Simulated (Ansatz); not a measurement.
**NiAg2S2: relaxing a made-up structure**

Starting from a made-up structure for NiAg2S2, the aim is the relaxed cell, its shortest contacts and, where a second run follows, its electronic structure.

Program: Ansatz 0.2.0. Level of theory: DFT, PBE, plane-wave PAW, files of the set soft_1, scalar-relativistic, ferromagnetic start, cell and ions relaxed at zero pressure; PAW set soft_1. Results are calculated unless marked as measured.

## 1. Set-up

It takes space group Immm (No. 71, orthorhombic). The conventional cell has a = 3.244 Å, b = 6.612 Å, c = 8.573 Å, α = 90.00°, β = 90.00°, γ = 90.00°. Nearest to Ag lie 6 S at 2.98 to 3.01 Å and 2 Ni at 3.11 Å and 3 Ag at 3.24 to 3.27 Å. Ni has 4 S at 2.12 Å nearest. S has 2 Ni at 2.12 Å and 6 Ag at 2.98 to 3.01 Å nearest. Farther neighbours and most contacts between anions are not listed.

## 2. Relaxing cell and atoms

The guess takes its coordinates from another compound and its volume from a rule, so the cell and any free coordinates are relaxed together.

Contents of input.yaml:

```yaml
crystal:
  lattice:
    - [-1.622, 3.306, 4.2865]
    - [1.622, -3.306, 4.2865]
    - [1.622, 3.306, -4.2865]
  atoms:
    - { symbol: Ag, position: [0.309, 0.809, 0.5] }
    - { symbol: Ag, position: [0.691, 0.191, 0.5] }
    - { symbol: Ni, position: [0.0, 0.0, 0.0], spin: 1.0 }
    - { symbol: S, position: [0.7932, 0.5, 0.2932] }
    - { symbol: S, position: [0.2068, 0.5, 0.7068] }
magnetization:
  spin_polarized: true
kpoints:
  mp_grid: { grid: [9, 9, 9] }
scf:
  occupations: { method: fermi_dirac, width: 0.05 }
hamiltonian:
  xc: pbe
  pseudopotentials: { kind: paw, azcp: { folder: soft_1 } }
relax:
  f_tol: 0.015
  max_steps: 70
  cell: {}
output:
  forces: true
  stress: true
```

Command:

```sh
$ ansatz run input.yaml --threads 4 --pin off --max-ram 8192MiB --backend cpu --events-out ev --progress --plain --runs-dir out
```

Numbers of over 12 decimals in the logs are rounded to 6 here.

The log of the run:

```text
Engine: ansatz 0.2.0, x86_64-unknown-linux-gnu
Pseudopotentials: kind: paw
Pseudopotential: Ag, paw, valence charge 19, recommended cutoff 420 eV (normal), soft_1/Ag.paw.azcp
Pseudopotential: Ni, paw, valence charge 18, recommended cutoff 420 eV (normal), soft_1/Ni.paw.azcp
Pseudopotential: S, paw, valence charge 6, recommended cutoff 420 eV (normal), soft_1/S.paw.azcp
Functional definition: PBE
  parameter kappa = 0.804
  parameter beta = 0.066725
  exchange = pbe_x(kappa = kappa, mu = beta*pi^2/3)
  correlation = pbe_c(beta = beta)
Crystal: 5 atoms, lattice volume = 91.943 Å³
Basis set: ecut = 420 eV, 1825 PW (Γ), exchange–correlation on 80×80×80 points (8 copies of the dense FFT grid, shifted against one another)
Bands: 42, of which v1, the nominal top of the filled ones, is band 34 counted from 1 (33 counted from 0)
Symmetry: 8 space group operations
Space group: Immm (ITA 71), of the structure as read, at distance tolerance 4.5e-5 Å
Magnetic group: BNS 71.533 (UNI 631), of the structure as read, at distance tolerance 4.5e-5 Å
k-points: 125 of 729
Non-local potential: Ag, projectors of the file, l = 0: 3, l = 1: 2, l = 2: 2, l = 3: 1
Non-local potential: Ni, projectors of the file, l = 0: 3, l = 1: 2, l = 2: 3, l = 3: 1
Non-local potential: S, projectors of the file, l = 0: 2, l = 1: 2, l = 2: 1
PAW form: soft (Blöchl's): semilocal exchange-correlation on the pseudo side does not see the compensation charge
PAW one-centre angular grid: Ag, 590 points (default); XC on 64 Gauss nodes
PAW one-centre angular grid: Ni, 590 points (default); XC on 64 Gauss nodes
PAW one-centre angular grid: S, 110 points (default); XC on 64 Gauss nodes
Initial density: superposition of atomic densities (chi_scale 0.1, normalization cell, long waves kept (reshape's long-wave potential 0.01 eV rms))
Starting moments: Σ|m| = 1 μB on 1 of 5 sites
Initial wavefunctions: pseudopotential atomic-orbital guess
Functional: x = pbe(κ = 0.804, μ = 0.219515), c = pbe(β = 0.066725)
SCF iter   1: F=—  HF=-22822.569252 eV  |F-HF|=—  |Δ(HF+E_count)|=         —  Δρ=5.08e-2 (↑1.64e-2 ↓5.08e-2)  dr2=3.91e0  dr2_m=3.64e-1  M=0.448 μB ∫|m|=0.662 μB  β_m=0.30  ethr=3.10e-3  ⟨swp⟩=7.8  Hψ=47063  notcnv=0  defer=29
Mixer restart at iter 1: flushing history
preconditioner: auto → Kerker (q_TF=auto, 2.595 Å⁻¹)  [metal: Δε(μ)=0.005 eV  Ē_g=8.672 eV  σ=0.050 eV  W_gap=0.03  n_scr=24 (ndim 8)  ℏωp=25.7 eV  f_vac=0.000  D(μ)=1.50/eV (n_scr^D=6)]
spin=Collinear: Kerker preconditioning applied to the charge; magnetization (m = ρ↑ − ρ↓) channel mixes plain (no charge-response kernel on spin).
SCF iter   2: F=—  HF=-22823.939834 eV  |F-HF|=—  |Δ(HF+E_count)|=    1.37e0  Δρ=2.95e-2 (↑1.62e-2 ↓2.95e-2)  dr2=1.64e0  dr2_m=2.66e-1  M=0.415 μB ∫|m|=0.610 μB  β_m=0.47  ethr=3.10e-3  ⟨swp⟩=2.4  Hψ=18569  notcnv=0  defer=517
SCF iter   3: F=—  HF=-22824.762686 eV  |F-HF|=—  |Δ(HF+E_count)|=   8.23e-1  Δρ=3.16e-2 (↑6.10e-3 ↓3.16e-2)  dr2=1.79e0  dr2_m=1.77e-1  M=0.277 μB ∫|m|=0.427 μB  β_m=0.36  ethr=2.41e-3  ⟨swp⟩=2.4  Hψ=13794  notcnv=0  defer=525
SCF iter   4: F=—  HF=-22824.766752 eV  |F-HF|=—  |Δ(HF+E_count)|=   4.07e-3  Δρ=1.60e-2 (↑1.60e-2 ↓6.09e-3)  dr2=1.82e-1  dr2_m=4.25e-2  M=0.126 μB ∫|m|=0.232 μB  β_m=0.65  ethr=2.41e-3  ⟨swp⟩=3.1  Hψ=18869  notcnv=0  defer=531
SCF iter   5: F=—  HF=-22824.811828 eV  |F-HF|=—  |Δ(HF+E_count)|=         —  Δρ=1.19e-2 (↑1.19e-2 ↓5.42e-3)  dr2=1.66e-1  dr2_m=1.03e-2  M=0.033 μB ∫|m|=0.077 μB  β_m=0.65  ethr=2.67e-4  ⟨swp⟩=2.9  Hψ=23085  notcnv=0  defer=574
Mixer restart at iter 5: flushing history
SCF iter   6: F=—  HF=-22824.897549 eV  |F-HF|=—  |Δ(HF+E_count)|=   8.57e-2  Δρ=8.79e-3 (↑4.74e-3 ↓8.79e-3)  dr2=8.35e-2  dr2_m=3.85e-3  M=0.020 μB ∫|m|=0.047 μB  β_m=0.53  ethr=2.44e-4  ⟨swp⟩=2.9  Hψ=20976  notcnv=0  defer=574
SCF iter   7: F=—  HF=-22824.855732 eV  |F-HF|=—  |Δ(HF+E_count)|=   4.18e-2  Δρ=4.91e-3 (↑4.91e-3 ↓1.70e-3)  dr2=2.98e-2  dr2_m=2.54e-3  M=0.018 μB ∫|m|=0.040 μB  β_m=0.61  ethr=1.23e-4  ⟨swp⟩=2.3  Hψ=22516  notcnv=0  defer=568
SCF iter   8: F=—  HF=-22824.860527 eV  |F-HF|=—  |Δ(HF+E_count)|=   4.79e-3  Δρ=1.13e-3 (↑1.13e-3 ↓6.84e-4)  dr2=7.93e-4  dr2_m=5.55e-4  M=0.008 μB ∫|m|=0.018 μB  β_m=0.73  ethr=4.38e-5  ⟨swp⟩=2.0  Hψ=14357  notcnv=0  defer=568
SCF iter   9: F=—  HF=-22824.860937 eV  |F-HF|=—  |Δ(HF+E_count)|=   4.10e-4  Δρ=9.54e-4 (↑3.45e-4 ↓9.54e-4)  dr2=9.06e-4  dr2_m=9.07e-5  M=0.003 μB ∫|m|=0.008 μB  β_m=0.86  ethr=1.17e-6  ⟨swp⟩=2.1  Hψ=19648  notcnv=0  defer=558
SCF iter  10: F=—  HF=-22824.860928 eV  |F-HF|=—  |Δ(HF+E_count)|=   8.59e-6  Δρ=5.68e-4 (↑2.73e-4 ↓5.68e-4)  dr2=3.61e-4  dr2_m=2.26e-5  M=0.002 μB ∫|m|=0.004 μB  β_m=0.73  ethr=1.17e-6  ⟨swp⟩=2.0  Hψ=17141  notcnv=0  defer=558
SCF iter  11: F=—  HF=-22824.860816 eV  |F-HF|=—  |Δ(HF+E_count)|=   1.12e-4  Δρ=1.77e-4 (↑9.08e-5 ↓1.77e-4)  dr2=4.39e-5  dr2_m=1.85e-6  M=0.000 μB ∫|m|=0.001 μB  β_m=0.81  ethr=5.31e-7  ⟨swp⟩=2.0  Hψ=12818  notcnv=0  defer=558
SCF iter  12: F=—  HF=-22824.860807 eV  |F-HF|=—  |Δ(HF+E_count)|=   8.73e-6  Δρ=2.43e-5 (↑2.28e-5 ↓2.43e-5)  dr2=1.64e-6  dr2_m=1.23e-9  M=0.000 μB ∫|m|=0.000 μB  β_m=0.90  ethr=6.45e-8  ⟨swp⟩=2.0  Hψ=12941  notcnv=0  defer=558
SCF iter  13: F=—  HF=-22824.860807 eV  |F-HF|=—  |Δ(HF+E_count)|=   1.15e-7  Δρ=2.40e-6 (↑2.40e-6 ↓2.32e-6)  dr2=2.30e-8  dr2_m=3.06e-10  M=0.000 μB ∫|m|=0.000 μB  β_m=0.95  ethr=2.42e-9  ⟨swp⟩=2.1  Hψ=15306  notcnv=0  defer=558
SCF iter  14: F=-22824.860807 eV  HF=-22824.860807 eV  |F-HF|=3.34e-8  |Δ(HF+E_count)|=   1.41e-8  Δρ=3.48e-6 (↑3.48e-6 ↓3.38e-6)  dr2=3.85e-8  dr2_m=7.95e-12  M=0.000 μB ∫|m|=0.000 μB  ethr=3.39e-11  ⟨swp⟩=2.0  Hψ=36087  notcnv=0
WARN: the starting moments were not kept: the SCF closed with an absolute magnetisation of 4.1e-6 μB, where they sum to 1 μB in size (1 site). That is at most 0.1 of that sum. Measured as dr2_m measures the in/out step, that magnetisation stands 1.1e-11 eV from none, at or under the dr2_threshold of 1.0e-7 eV: it is no larger than a step whose dr2_m would equal this threshold. The system may hold no moment; this SCF  [...]
SCF 1 converged in 14 iterations: F = -22824.860807 eV  dr2 = 3.85e-8
  greatest PAW one-centre occupation: 1.001 electrons in one spin orbital (limit 2), on the Ag atom at site 1 (counted from 0), in its partial waves of l = 0
relax step   1: F+E_penalty+E_count = -22824.86080717 eV  Δ(F+E_penalty+E_count) = +0.000e0 eV  max|allowed force component| = 2.028e0 eV/Å  Δτ_max = 0.0000 Å  P = +1.760 GPa  Ω = 91.943 Å³  (14 SCF iters, dr2 threshold 1.00e-7 eV, accepted)
[...]
relax step   5: F+E_penalty+E_count = -22825.30544493 eV  Δ(F+E_penalty+E_count) = -5.596e-4 eV  max|allowed force component| = 6.940e-3 eV/Å  Δτ_max = 0.0086 Å  P = +0.013 GPa  Ω = 85.910 Å³  energy of the carried Pulay correction = +2.315e-3 eV  (7 SCF iters, dr2 threshold 7.37e-8 eV, accepted)
[...]
relax step   6: F+E_penalty+E_count = -22825.30550927 eV  Δ(F+E_penalty+E_count) = -6.434e-5 eV  max|allowed force component| = 1.234e-2 eV/Å  Δτ_max = 0.0109 Å  P = -0.077 GPa  Ω = 85.945 Å³  energy of the carried Pulay correction = +2.301e-3 eV  (9 SCF iters, dr2 threshold 3.25e-8 eV, accepted)
[...]
relax step   7: F+E_penalty+E_count = -22825.30560752 eV  Δ(F+E_penalty+E_count) = -9.825e-5 eV  max|allowed force component| = 1.144e-3 eV/Å  Δτ_max = 0.0036 Å  P = +0.023 GPa  Ω = 85.842 Å³  energy of the carried Pulay correction = +2.342e-3 eV  (9 SCF iters, dr2 threshold 2.31e-8 eV, accepted)
Initial wavefunctions: pseudopotential atomic-orbital guess (no wavefunctions were taken with the density)
iter 1 solved again at ethr=7.57e-7 eV; its pass at ethr=3.10e-3 eV (dr2=5.15e-4 eV) is discarded
SCF iter   1: F=—  HF=-22825.303423 eV  |F-HF|=—  |Δ(HF+E_count)|=         —  Δρ=1.53e-4 (↑1.53e-4 ↓1.53e-4)  dr2=3.14e-5  dr2_m=1.87e-12  M=0.000 μB ∫|m|=0.000 μB  β_m=0.65  ethr=7.57e-7  ⟨swp⟩=3.3  Hψ=74440  notcnv=0
preconditioner: auto → Kerker (q_TF=auto, 2.353 Å⁻¹)  [metal: Δε(μ)=0.009 eV  Ē_g=8.988 eV  σ=0.050 eV  W_gap=0.05  n_scr=16 (ndim 8)  ℏωp=26.6 eV  f_vac=0.000  D(μ)=2.27/eV (n_scr^D=16)]
spin=Collinear: Kerker preconditioning applied to the charge; magnetization (m = ρ↑ − ρ↓) channel mixes plain (no charge-response kernel on spin).
SCF iter   2: F=—  HF=-22825.303511 eV  |F-HF|=—  |Δ(HF+E_count)|=   8.78e-5  Δρ=4.89e-5 (↑4.89e-5 ↓4.89e-5)  dr2=2.13e-6  dr2_m=7.30e-13  M=0.000 μB ∫|m|=0.000 μB  β_m=0.53  ethr=4.62e-8  ⟨swp⟩=2.1  Hψ=15324  notcnv=0
SCF iter   3: F=—  HF=-22825.303524 eV  |F-HF|=—  |Δ(HF+E_count)|=   1.33e-5  Δρ=3.02e-5 (↑3.02e-5 ↓3.02e-5)  dr2=1.33e-6  dr2_m=4.02e-13  M=0.000 μB ∫|m|=0.000 μB  β_m=0.54  ethr=3.13e-9  ⟨swp⟩=2.0  Hψ=19042  notcnv=0
SCF iter   4: F=—  HF=-22825.303528 eV  |F-HF|=—  |Δ(HF+E_count)|=   4.24e-6  Δρ=2.24e-5 (↑2.24e-5 ↓2.24e-5)  dr2=1.09e-6  dr2_m=2.67e-13  M=0.000 μB ∫|m|=0.000 μB  β_m=0.50  ethr=1.96e-9  ⟨swp⟩=2.2  Hψ=15837  notcnv=0
SCF iter   5: F=—  HF=-22825.303529 eV  |F-HF|=—  |Δ(HF+E_count)|=   1.17e-6  Δρ=2.16e-5 (↑2.16e-5 ↓2.16e-5)  dr2=1.24e-6  dr2_m=9.19e-14  M=0.000 μB ∫|m|=0.000 μB  β_m=0.75  ethr=1.60e-9  ⟨swp⟩=1.5  Hψ=10628  notcnv=0
SCF iter   6: F=—  HF=-22825.303531 eV  |F-HF|=—  |Δ(HF+E_count)|=   1.39e-6  Δρ=1.81e-5 (↑1.81e-5 ↓1.81e-5)  dr2=1.03e-6  dr2_m=7.35e-14  M=0.000 μB ∫|m|=0.000 μB  β_m=0.88  ethr=1.60e-9  ⟨swp⟩=2.0  Hψ=11840  notcnv=0
SCF iter   7: F=—  HF=-22825.303532 eV  |F-HF|=—  |Δ(HF+E_count)|=   7.33e-7  Δρ=7.35e-6 (↑7.35e-6 ↓7.35e-6)  dr2=1.73e-7  dr2_m=8.18e-15  M=0.000 μB ∫|m|=0.000 μB  β_m=0.92  ethr=1.51e-9  ⟨swp⟩=2.1  Hψ=15463  notcnv=0
SCF iter   8: F=—  HF=-22825.303532 eV  |F-HF|=—  |Δ(HF+E_count)|=   1.08e-7  Δρ=1.34e-6 (↑1.34e-6 ↓1.34e-6)  dr2=5.12e-9  dr2_m=1.15e-15  M=0.000 μB ∫|m|=0.000 μB  β_m=0.96  ethr=2.55e-10  ⟨swp⟩=2.1  Hψ=16435  notcnv=0
SCF iter   9: F=—  HF=-22825.303532 eV  |F-HF|=—  |Δ(HF+E_count)|=  1.78e-10  Δρ=3.97e-7 (↑3.96e-7 ↓3.97e-7)  dr2=4.97e-10  dr2_m=4.18e-17  M=0.000 μB ∫|m|=0.000 μB  β_m=0.98  ethr=7.53e-12  ⟨swp⟩=2.7  Hψ=19069  notcnv=0
SCF iter  10: F=—  HF=-22825.303532 eV  |F-HF|=—  |Δ(HF+E_count)|=   8.29e-8  Δρ=3.86e-8 (↑3.86e-8 ↓3.85e-8)  dr2=2.82e-12  dr2_m=2.44e-17  M=0.000 μB ∫|m|=0.000 μB  β_m=0.99  ethr=1.00e-12  ⟨swp⟩=2.1  Hψ=18306  notcnv=0
SCF iter  11: F=-22825.303532 eV  HF=-22825.303532 eV  |F-HF|=0.00e0  |Δ(HF+E_count)|=  1.46e-11  Δρ=2.54e-8 (↑2.53e-8 ↓2.54e-8)  dr2=2.90e-12  dr2_m=2.54e-18  M=0.000 μB ∫|m|=0.000 μB  ethr=1.00e-12  ⟨swp⟩=3.0  Hψ=35172  notcnv=0
the starting moments were not kept: the SCF closed with an absolute magnetisation of 3.6e-9 μB, where they sum to 1 μB in size (1 site). That is at most 0.1 of that sum. Measured as dr2_m measures the in/out step, that magnetisation stands 1.1e-17 eV from none, at or under the dr2_threshold of 5.0e-11 eV: it is no larger than a step whose dr2_m would equal this threshold.
SCF 8 converged in 11 iterations: F = -22825.303532 eV  dr2 = 2.90e-12
relax step   8: F+E_penalty+E_count = -22825.30353177 eV  Δ(F+E_penalty+E_count) = +2.076e-3 eV  max|allowed force component| = 9.087e-4 eV/Å  Δτ_max = 0.0000 Å  P = +0.022 GPa  Ω = 85.842 Å³  stress off target by 2.73e-2 GPa  SCF on the basis re-selected at this cell (its energy is not comparable with the rows above)  (11 SCF iters)
basis re-selected at this cell: Δ(F+E_penalty+E_count) = +2.076e-3 eV, ΔP = -0.002 GPa vs the last step (what re-selecting the basis moved, of the pressure what is left beyond the Pulay correction that the steps carried, after the strain that the cell walked since its last selection, with what the two solves' SCF thresholds leave and, on support functions, any second-order correction that the steps lacked; it is no m [...]
SCF converged after 11 iterations
Magnetization: 0.0000 μB (34.0000 up, 34.0000 down)
Absolute magnetization: 0.0000 μB (∫|ρ↑−ρ↓|, with the PAW one-centre terms)
Spin contamination: 0.0000 ħ² per cell (⟨S²⟩ above its minimum at these occupations)
Per-site moments (μB) at R_I (Å): [(1.0008368948533756e-10, 1.168296), (1.0008351093869291e-10, 1.168296), (1.886178305610213e-9, 0.921369), (2.9464191244016777e-10, 0.921369), (2.946418807019883e-10, 0.921369)]
Free energy (F): -22825.303532 eV
Harris-Foulkes:  -22825.303532 eV  (|F-HF|=0.00e0)
Internal energy: -22825.285128 eV  (E = F + TS)
E sigma→0 (E₀):  -22825.294330 eV
Entropy (-TS):   -0.018404 eV (-3.681 meV/atom)
Fermi energy:    11.845484 eV
--- Per-component energies (eV) ---
  E_band       = -982.835067
  E_kinetic    = 1486.799579
  E_local      = -9380.275339  (includes V_loc(G=0)·N_el)
  E_nonlocal   = 18.592200
  E_hartree    = 4613.071288
  E_xc         = -605.840808
  E_vxc        = -709.744171  (∫ρ·V_xc dr)
  E_paw        = -10788.560551  (= ΣΔE_a)
  E_vpaw       = -1624.351522  (= ΣTr[D̂ρ^β])
  E_aug_tail   = 0.001708  (compensation charges beyond the density's cutoff)
  E_ewald      = -8169.073205
  E_smearing   = -0.018404  (= −TS)
  E_closure    = -0.000000  (closes the sum)
  Σ components = -22825.303532   (vs F -22825.303532, Δ=0.00e0)
--- Forces (eV/Å), atoms counted from 1 ---
  atom   1  Ag     0.00000000     0.00000000     0.00011135
  atom   2  Ag     0.00000000     0.00000000    -0.00011135
  atom   3  Ni     0.00000000     0.00000000    -0.00000000
  atom   4  S      0.00000000     0.00090874     0.00000000
  atom   5  S      0.00000000    -0.00090874     0.00000000
  max |Σ_I F_I| component: 1.36e-20 eV/Å
--- Stress (GPa, compression-positive) ---
        0.027320       0.000000       0.000000
        0.000000       0.021986       0.000000
        0.000000       0.000000       0.015255
  P = ⅓ Tr σ = 0.0215 GPa (0.215 kbar)
--- Relaxed structure (7 steps of the walk, 7 accepted, 1 SCFs on fresh bases) ---
  F+E_penalty+E_count = -22825.30353177 eV   max|allowed force component| = 9.087e-4 eV/Å   (the final SCF, on the basis selected at the relaxed cell)
  cell:  # Å, volume = 85.8423 Å³
    - [-1.619954, 3.346966, 3.958106]
    - [1.619954, -3.346966, 3.958106]
    - [1.619954, 3.346966, -3.958106]
  atoms:
    - { symbol: Ag, position: [0.300445, 0.800445, 0.500000] }
    - { symbol: Ag, position: [0.699555, 0.199555, 0.5] }
    - { symbol: Ni, position: [-2.781326797928174e-19, 1.4164311596684727e-19, -4.197757957596612e-19] }
    - { symbol: S, position: [0.770270, 0.5, 0.270270] }
    - { symbol: S, position: [0.229730, 0.5, 0.729730] }
```

Elapsed: 98 s, on 4 threads of Intel Xeon Platinum 8488C (Sapphire Rapids), shared host; peak memory 0.98 GiB.

The steps of the relaxation:

```
step  energy less that of the first step (eV)  largest force component (eV/Å)  pressure (GPa)  volume (Å³)
   1                                   0.0000                          2.0279            1.76        91.94
   2                                  -0.3550                          0.8192            2.48        85.90
   3                                  -0.4405                          0.0737            0.41        85.81
   4                                  -0.4441                          0.0094            0.01        85.92
   5                                  -0.4446                          0.0069            0.01        85.91
   6                                  -0.4447                          0.0123           -0.08        85.94
   7                                  -0.4448                          0.0011            0.02        85.84
  8*                                  -0.4427                          0.0009            0.02        85.84
```

Relaxation steps marked * repeat the geometry before them on a plane-wave basis chosen anew for their cell, so energy and pressure can jump there.

The run keeps the 8 symmetry operations that it works with, so distortions that break them were not tested.

```
conventional cell, symmetrised  before  after  change
                         a (Å)   3.244  3.240  -0.1 %
                         b (Å)   6.612  6.694  +1.2 %
                         c (Å)   8.573  7.916  -7.7 %
              volume (Å³/atom)   18.39  17.17  -6.6 %
```

The atoms that moved most (Å, as changes of fractional coordinates times the final cell):

```
atom     dx      dy      dz  length
  S5  0.000   0.153   0.000   0.153
  S4  0.000  -0.153   0.000   0.153
 Ag2  0.000   0.000   0.068   0.068
 Ag1  0.000   0.000  -0.068   0.068
```

Final coordinates:

```xyz
5
Lattice="-1.6200 3.3470 3.9581 1.6200 -3.3470 3.9581 1.6200 3.3470 -3.9581" Properties=species:S:1:pos:R:3 pbc="T T T"
Ag    1.6200    0.0000    2.3784
Ag    0.0000    3.3470    1.5797
Ni    0.0000    0.0000    0.0000
S     0.0000    1.8092    3.9581
S     1.6200    1.5378    0.0000
```

This step gave:

* free energy: -22825.3035 eV
* energy at zero smearing: -22825.2943 eV
* smearing term TS: 0.01840 eV
* Fermi energy: 11.85 eV
* electrons: 68
* symmetry operations: 8
* pressure: 0.02152 GPa

Shortest distances by pair of elements, guess and relaxed (not always the same contact):

```csv
pair,guess (Å),relaxed (Å)
Ni–S,2.121,2.234
Ag–S,2.981,2.832
Ag–Ni,3.106,2.878
S–S,2.735,3.076
Ag–Ag,3.244,3.159
```

The relaxation ends with a largest force component of 9.1e-4 eV/Å and a pressure of 0.02 GPa. The starting moments have collapsed: the run ends non-magnetic.

## 3. Summary of results

| Item | Value |
| --- | --- |
| space group, relaxed | Immm |
| conventional cell | a = 3.240, b = 6.694, c = 7.916 Å; α = 90.0°, β = 90.0°, γ = 90.0° |
| volume per atom | 17.17 Å³ (guess 18.39) |
| total moment | 0.00 μB in the cell of 5 atoms |

**Reading.** NiAg2S2 relaxes to Immm with a = 3.240, b = 6.694 and c = 7.916 Å. The guessed volume was 7 % too large. The space group Immm was held in the relaxation, so the end point is a stationary structure within it and may be a saddle against distortions or other arrangements. The moments died out from this one start and weren't seeded again at the relaxed cell. Mesh and cutoff weren't tested. No dispersion term is used, so weakly bound directions may come out too long. Nothing here tests whether the compound is stable against decomposition.

[Logs are printed without paths, hosts, clocks, repeated set-up lines and the standing remarks that a program may print on its own settings, such as how far it seeks lower states.]

[Hosts, paths, dates, database ids (printed as entryN), source tags and the programs' standing remarks are cut or masked in the printed files.]
